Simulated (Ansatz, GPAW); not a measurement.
# A 5-layer slab of Ba(100): work function by functional and basis, part 2 of 2

Aim: the work function of both faces of a 5-layer slab of Ba(100), and its spread over functionals and bases.

GPAW 26.7.0 and Ansatz 0.2.0; Ansatz plane waves; slab in vacuum with a dipole correction, relaxation; PAW set soft_1 (the session's first sound run).

So far, upper work function (eV): step 2 (relaxation, PBE) 2.36; step 4 (OptPBE vdW: xc = "optPBE-vdW", GPAW, PAW setups, GPAW) 2.53; step 5 (self-consistent run: xc = "revPBE") 2.26; step 6 (self-consistent run: xc = "RPBE") 2.25; step 7 (real-space grid: mode = "fd", PBE, GPAW) 2.35.

### Step 8. Atomic orbitals: mode = "lcao"

Atom-centred orbitals end a few angstrom from the surface, which tests how much the density's tail matters.

run.py reads:

```python
import json
import numpy as np
from ase import Atoms
from gpaw import GPAW

slab = Atoms(
    ['Ba', 'Ba', 'Ba', 'Ba', 'Ba'],
    positions=[
        [0.00000, 0.00000, 8.00000],
        [2.51000, 2.51000, 10.51000],
        [-0.00000, 0.00000, 12.96193],
        [2.51000, 2.51000, 15.42830],
        [-0.00000, 0.00000, 18.05899]],
    cell=[[5.02, 0.0, 0.0], [0.0, 5.02, 0.0], [0.0, 0.0, 26.04]],
    pbc=[True, True, False])

slab.calc = GPAW(mode='lcao', basis='dzp', h=0.18, xc='PBE', kpts={'size': (6, 6, 1), 'gamma': True},
                 occupations={'name': 'fermi-dirac', 'width': 0.1}, nbands='120%',
                 convergence={'density': 1e-05}, maxiter=200,
                 poissonsolver={'dipolelayer': 'xy'},
                 symmetry={'tolerance': 1e-3}, txt='slab.txt')
result = {}
energy = slab.get_potential_energy()
fermi = slab.calc.get_fermi_level()
v = slab.calc.get_electrostatic_potential().mean((0, 1)) - fermi
n = slab.calc.get_pseudo_density().mean((0, 1))
L = slab.cell[2, 2]
z = np.arange(len(v)) * L / len(v)
low, high = slab.positions[:, 2].min(), slab.positions[:, 2].max()
below, above = np.interp([low - 5.8, high + 5.8], z, v)
slopes = [np.interp(x, z, np.gradient(v, z)) for x in (low - 5.8, high + 5.8)]
eps = np.array([[slab.calc.get_eigenvalues(k, s) for k in range(len(slab.calc.get_ibz_k_points()))]
                for s in range(slab.calc.get_number_of_spins())]) - fermi
top, bottom = eps[eps < 0].max(), eps[eps > 0].min()
dipole = slab.get_dipole_moment()[2]
print(f'energy {energy:.4f} eV, Fermi level {fermi:.4f} eV, dipole {dipole:.5f} e A')
print(f'potential 5.8 A off the faces, from the Fermi level: lower {below:.4f} eV, upper {above:.4f} eV')
print(f'slope of the potential there: lower {slopes[0]:.5f}, upper {slopes[1]:.5f} eV/A')
print(f'nearest levels on the mesh: {top:.4f} and {bottom:.4f} eV')
print('magnetic moment', round(slab.get_magnetic_moment(), 3))
result.update(energy=energy, fermi=fermi, dipole=dipole, below=below, above=above, slopes=slopes, edges=[top, bottom],
              z=z.tolist(), v=v.tolist(), n=n.tolist(), positions=slab.positions.tolist(),
              forces=slab.get_forces(apply_constraint=False).tolist(), moments=slab.get_magnetic_moments().tolist())
json.dump(result, open('result.json', 'w'))
```

Launch:

```bash
$ OMP_NUM_THREADS=1 OPENBLAS_NUM_THREADS=1 python run.py
```

Elapsed: 13 min, on 1 thread of Arm Neoverse V1, shared host; peak memory 0.7 GiB.

This step gave:

```yaml
dipole_along_the_normal: 0.001821 e·Å
levels_nearest_the_fermi_level_on_the_mesh: -0.01006, 0.07198 eV from the Fermi level
upper_work_function: 2.329 eV
lower_work_function: 2.342 eV
```

Table of electrostatic potential energy of an electron (without an applied field's), less the Fermi level, planar mean by z:

z (Å), electrostatic potential energy of an electron (without an applied field's), less the Fermi level, planar mean (eV) and a bar from the least value:
```
      0.0        2.3 ##############################
      0.5        2.3 ##############################
      1.0        2.3 ##############################
      1.5        2.3 ##############################
      2.0        2.3 ##############################
      2.5        2.3 ##############################
      3.0        2.3 ##############################
      3.5        2.3 ##############################
      4.0        2.3 ##############################
      4.5        2.3 ##############################
      5.0        2.2 ##############################
      5.5        2.1 ##############################
      6.0        1.8 #############################
      6.5        1.1 ###########################
      7.0       -0.6 ########################
      7.5       -5.8 #############
      8.0      -12.1 
      8.5       -5.9 #############
      9.0       -1.2 #######################
      9.5       -1.0 #######################
     10.0       -5.4 ##############
     10.5      -11.7 #
     11.0       -5.7 #############
     11.5       -1.2 #######################
     12.0       -1.3 ######################
     12.5       -6.3 ############
     13.0      -11.8 #
     13.5       -5.1 ###############
     14.0       -1.0 #######################
     14.5       -1.4 ######################
     15.0       -6.7 ###########
     15.5      -11.5 #
     16.0       -4.4 ################
     16.5       -0.5 ########################
     17.0       -0.8 ########################
     17.5       -5.0 ###############
     18.0      -12.1 
     18.5       -6.8 ###########
     19.0       -1.0 #######################
     19.5        0.9 ###########################
     20.0        1.7 #############################
     20.5        2.1 #############################
     21.0        2.2 ##############################
     21.5        2.3 ##############################
     22.0        2.3 ##############################
     22.5        2.3 ##############################
     23.0        2.3 ##############################
     23.5        2.3 ##############################
     24.0        2.3 ##############################
     24.5        2.3 ##############################
     25.0        2.3 ##############################
     25.5        2.3 ##############################
```

The upper face's work function is 2.329 eV, against 2.356 eV in the first plane-wave PBE run at this geometry.

### Step 9. All levels side by side

Times are for 1 thread of Arm Neoverse V1, shared host. The runs compared:

| no. | run | upper work function (eV) | lower work function (eV) | time | memory (GiB) |
| --- | --- | --- | --- | --- | --- |
| 1 | pw | 2.356 | 2.369 | 3.9 min | 0.36 |
| 2 | optPBE vdW | 2.529 | 2.545 | 4 min | 0.71 |
| 3 | revPBE | 2.255 | 2.267 | 4.4 min | 0.36 |
| 4 | RPBE | 2.252 | 2.264 | 3.7 min | 0.36 |
| 5 | fd | 2.354 | 2.368 | 19 min | 1.5 |
| 6 | lcao | 2.329 | 2.342 | 13 min | 0.7 |

### Step 10. A second plane-wave code

A second program with its own datasets checks the number independently.

This step: Ansatz plane waves; slab in vacuum with a dipole correction; PAW set soft_1 (Ansatz 0.2.0).

input.yaml reads:

```yaml
crystal:
  lattice:
    - [5.02, 0.0, 0.0]
    - [0.0, 5.02, 0.0]
    - [0.0, 0.0, 26.04]
  atoms:
    - { symbol: Ba, position: [0.0, 0.0, 0.3072196621] }
    - { symbol: Ba, position: [0.5, 0.5, 0.403609831] }
    - { symbol: Ba, position: [0.0, 0.0, 0.4977698728] }
    - { symbol: Ba, position: [0.5, 0.5, 0.5924847447] }
    - { symbol: Ba, position: [0.0, 0.0, 0.6935095634] }
kpoints:
  mp_grid: { grid: [6, 6, 1] }
hamiltonian:
  xc: pbe
  pseudopotentials: { kind: paw, azcp: { folder: soft_1 } }
scf:
  occupations: { method: fermi_dirac, width: 0.1 }
efield:
  axis: 3
  dipole_correction: true
  ramp_width: 0.05
output:
  forces: true
  write_potential: true
  write_density: true
  volumetric_format: npy
  elf: true
```

Launch:

```bash
$ ansatz run input.yaml --threads 4 --pin off --max-ram 8192MiB --backend cpu --events-out ev --progress --plain --runs-dir out
```

The job ended after 10 s (4 threads; peak memory 0.95 GiB; 38 s of CPU time).

Numbers from this step:

```yaml
upper_work_function: 2.358 eV
lower_work_function: 2.370 eV
dipole_along_the_normal: 0.001719 e·Å
dipole_field: 4.74e-4 V/Å
vacuum_level_above: 4.034 eV
vacuum_level_below: 4.047 eV
```

Electrostatic potential energy of an electron (with the applied field's), less the Fermi level, planar mean against z:

| z (Å) | electrostatic potential energy of an electron (with the applied field's), less the Fermi level, planar mean (eV) |
| --- | --- |
| 0.0 | 2.36 |
| 0.5 | 2.37 |
| 1.0 | 2.37 |
| 1.5 | 2.37 |
| 2.0 | 2.37 |
| 2.5 | 2.37 |
| 3.0 | 2.37 |
| 3.5 | 2.36 |
| 4.0 | 2.35 |
| 4.5 | 2.32 |
| 5.0 | 2.26 |
| 5.5 | 2.11 |
| 6.0 | 1.80 |
| 6.5 | 1.12 |
| 7.0 | -0.591 |
| 7.5 | -4.32 |
| 8.0 | -6.43 |
| 8.5 | -4.46 |
| 9.0 | -1.20 |
| 9.5 | -0.986 |
| 10.0 | -3.96 |
| 10.5 | -5.94 |
| 11.0 | -4.18 |
| 11.5 | -1.17 |
| 12.0 | -1.27 |
| 12.5 | -4.43 |
| 13.0 | -6.09 |
| 13.5 | -3.93 |
| 14.0 | -1.02 |
| 14.5 | -1.42 |
| 15.0 | -4.58 |
| 15.5 | -5.92 |
| 16.0 | -3.44 |
| 16.5 | -0.520 |
| 17.0 | -0.772 |
| 17.5 | -3.98 |
| 18.0 | -6.40 |
| 18.5 | -4.78 |
| 19.0 | -0.983 |
| 19.5 | 0.954 |
| 20.0 | 1.71 |
| 20.5 | 2.07 |
| 21.0 | 2.23 |
| 21.5 | 2.30 |
| 22.0 | 2.33 |
| 22.5 | 2.35 |
| 23.0 | 2.35 |
| 23.5 | 2.36 |
| 24.0 | 2.36 |
| 24.5 | 2.36 |
| 25.0 | 2.36 |
| 25.5 | 2.36 |

Valence density, planar mean against z:

z (Å), valence density, planar mean (e/Å³) and a bar:
```
      2.0      0.000 
      2.5      0.000 
      3.0      0.000 
      3.5      0.000 
      4.0      0.000 
      4.5      0.001 
      5.0      0.002 
      5.5      0.004 
      6.0      0.008 #
      6.5      0.019 ###
      7.0      0.074 ##########
      7.5      0.185 #########################
      8.0      0.213 #############################
      8.5      0.191 ##########################
      9.0      0.093 #############
      9.5      0.095 #############
     10.0      0.195 ###########################
     10.5      0.220 ##############################
     11.0      0.197 ###########################
     11.5      0.098 #############
     12.0      0.101 ##############
     12.5      0.199 ###########################
     13.0      0.219 ##############################
     13.5      0.189 ##########################
     14.0      0.090 ############
     14.5      0.107 ###############
     15.0      0.202 ############################
     15.5      0.218 ##############################
     16.0      0.183 #########################
     16.5      0.080 ###########
     17.0      0.081 ###########
     17.5      0.182 #########################
     18.0      0.212 #############################
     18.5      0.192 ##########################
     19.0      0.086 ############
     19.5      0.022 ###
     20.0      0.008 #
     20.5      0.004 #
     21.0      0.002 
     21.5      0.001 
     22.0      0.000 
     22.5      0.000 
     23.0      0.000 
     23.5      0.000 
     24.0      0.000
```

Force by atom:

| atom | x (eV/Å) | y (eV/Å) | z (eV/Å) | size |
| --- | --- | --- | --- | --- |
| Ba1 | 0.0000 | 0.0000 | -0.0736 | 0.0736 |
| Ba2 | 0.0000 | 0.0000 | 0.0748 | 0.0748 |
| Ba3 | 0.0000 | 0.0000 | 0.0011 | 0.0011 |
| Ba4 | 0.0000 | 0.0000 | 0.0026 | 0.0026 |
| Ba5 | 0.0000 | 0.0000 | -0.0050 | 0.0050 |

ELF in the ca plane at fractional y = 0.000, with atoms of Ba within 0.2 Å of it. It is the smooth field of the valence electrons, not physical close to the nuclei.

Values, 7 rows by 16 columns, each cell a mean:
```
0.72 0.60 0.35 0.43 0.28 0.68 0.63 0.34 0.45 0.24 0.69 0.61 0.45 0.06 0.08 0.02
0.48 0.54 0.20 0.50 0.20 0.47 0.52 0.18 0.50 0.25 0.43 0.57 0.15 0.09 0.07 0.01
0.19 0.24 0.42 0.51 0.38 0.22 0.22 0.35 0.49 0.47 0.25 0.19 0.20 0.19 0.06 0.01
0.43 0.49 0.57 0.50 0.48 0.45 0.45 0.48 0.47 0.54 0.50 0.41 0.41 0.25 0.06 0.01
0.16 0.20 0.34 0.52 0.32 0.18 0.19 0.28 0.50 0.41 0.19 0.18 0.13 0.16 0.06 0.01
0.64 0.69 0.22 0.48 0.20 0.62 0.68 0.20 0.49 0.23 0.58 0.72 0.22 0.08 0.07 0.01
0.65 0.47 0.39 0.41 0.31 0.59 0.51 0.38 0.45 0.26 0.63 0.47 0.50 0.06 0.08 0.02
```
Columns run along c (16.0 Å, from fractional 0.27 to 0.89 of the cell), rows up along a (5.0 Å). Atoms in or near the plane, at fractional coordinates: Ba at (0.31, 0.00), Ba at (0.50, 0.00), Ba at (0.69, 0.00).

Valence density in the ca plane at fractional y = 0.000, with atoms of Ba within 0.2 Å of it. It is the smooth field of the valence electrons, not physical close to the nuclei.

Values in e/Å³, 7 rows by 16 columns, each cell a mean:
```
1.0 1.1 0.2 0.0 0.1 1.0 1.0 0.2 0.0 0.1 0.9 1.1 0.2 0.0 0.0 0.0
0.3 0.4 0.1 0.0 0.1 0.3 0.4 0.1 0.0 0.0 0.3 0.4 0.1 0.0 0.0 0.0
0.0 0.1 0.0 0.0 0.0 0.0 0.1 0.0 0.0 0.0 0.0 0.0 0.0 0.0 0.0 0.0
0.0 0.0 0.0 0.0 0.0 0.0 0.0 0.0 0.0 0.0 0.0 0.0 0.0 0.0 0.0 0.0
0.1 0.1 0.0 0.0 0.0 0.1 0.1 0.0 0.0 0.0 0.1 0.1 0.0 0.0 0.0 0.0
0.5 0.6 0.1 0.0 0.1 0.5 0.6 0.1 0.0 0.1 0.5 0.6 0.1 0.0 0.0 0.0
1.0 1.0 0.3 0.0 0.1 1.0 1.0 0.2 0.0 0.1 1.0 1.0 0.3 0.0 0.0 0.0
```
Columns run along c (16.0 Å, from fractional 0.27 to 0.89 of the cell), rows up along a (5.0 Å). Atoms in or near the plane, at fractional coordinates: Ba at (0.31, 0.00), Ba at (0.50, 0.00), Ba at (0.69, 0.00).

Electrostatic potential energy in the ca plane at fractional y = 0.000, with atoms of Ba within 0.2 Å of it. With pseudopotentials it is smooth inside the atoms' cores, unlike the true potential.

Ten even steps from '0' (-57 eV) to '9' (4 eV), each cell a mean:
```
51000489999997400026899999973000268999999999
74223689999998632258999999986312578999999999
87667899999999876788999999998767889999999999
99889999999999998999999999999888999999999999
99999999999999999999999999999999999999999999
99999999999999999999999999999999999999999999
99999999999999999999999999999999999999999999
99999999999999999999999999999999999999999999
99999999999999999999999999999999999999999999
98888999999999888889999999998888899999999999
86446799999998754568999999987545789999999999
62002589999998510037899999974100478999999999
51000489999997300016899999873000268999999999
```
Columns run along c (16.0 Å, from fractional 0.27 to 0.89 of the cell; values clipped at the 3rd and 97th percentile), rows up along a (5.0 Å). Atoms in or near the plane, at fractional coordinates: Ba at (0.31, 0.00), Ba at (0.50, 0.00), Ba at (0.69, 0.00).

The upper face's work function is 2.358 eV, against 2.356 eV in the first plane-wave PBE run at this geometry.

### Step 11. Side by side

Results and costs are gathered.

This step: comparison of work functions, dipole and cost; PAW set soft_1 (GPAW 26.7.0).

Ladder, by row:

| step | code | work function, upper (eV) | work function, lower (eV) | dipole (e Å) | wall time (s) | peak memory (GiB) | threads |
| --- | --- | --- | --- | --- | --- | --- | --- |
| pw | GPAW | 2.356 | 2.369 | 0.001821 | 235.9 | 0.36 | 1 |
| optPBE-vdW | GPAW | 2.529 | 2.545 | 0.002145 | 239.8 | 0.71 | 1 |
| revPBE | GPAW | 2.255 | 2.267 | 0.001665 | 263.1 | 0.36 | 1 |
| RPBE | GPAW | 2.252 | 2.264 | 0.001718 | 223.9 | 0.36 | 1 |
| fd | GPAW | 2.354 | 2.368 | 0.001834 | 1126 | 1.53 | 1 |
| lcao | GPAW | 2.329 | 2.342 | 0.001821 | 791.9 | 0.7 | 1 |
| ansatz | Ansatz | 2.358 | 2.37 | 0.001719 | 9.98 | 0.954 | 4 |

### Step 12. What came out

```json
{
  "work function, upper and lower face": "2.356 and 2.369 eV",
  "dipole along the normal": "0.00182 e Å"
}
```

What this shows: With plane waves and PBE the work function is 2.36 eV on the upper face and 2.37 eV on the lower. The measured value for polycrystalline Ba, which weights the faces of low work function, is 2.53 eV (as compiled in "Anisotropic work function of elemental crystals", 2019, arxiv:1902.07811); the relaxed upper face lies 0.17 eV under it with PBE, and optPBE-vdW comes nearest (2.53 eV). Measured work functions scatter by a tenth of an eV or more between methods. Over the sound runs of the table the upper face's work function spans 2.252 (RPBE) to 2.529 eV (optPBE-vdW). The two plane-wave codes differ by 0.0021 eV on the upper face. The small printed dipole stands for a step of -13 meV from the lower to the upper face, and the probes find -13 meV; values this small are near the numerical noise of both. The in-plane lattice was kept as typed, which isn't the functional's own and leaves some strain; spin-orbit coupling and temperature are left out.

[Logs are printed without paths, hosts, clocks, repeated set-up lines and the standing remarks that a program may print on its own settings, such as how far it seeks lower states.]

[Hosts, paths, dates, database ids (printed as entryN), source tags and the programs' standing remarks are cut or masked in the printed files.]
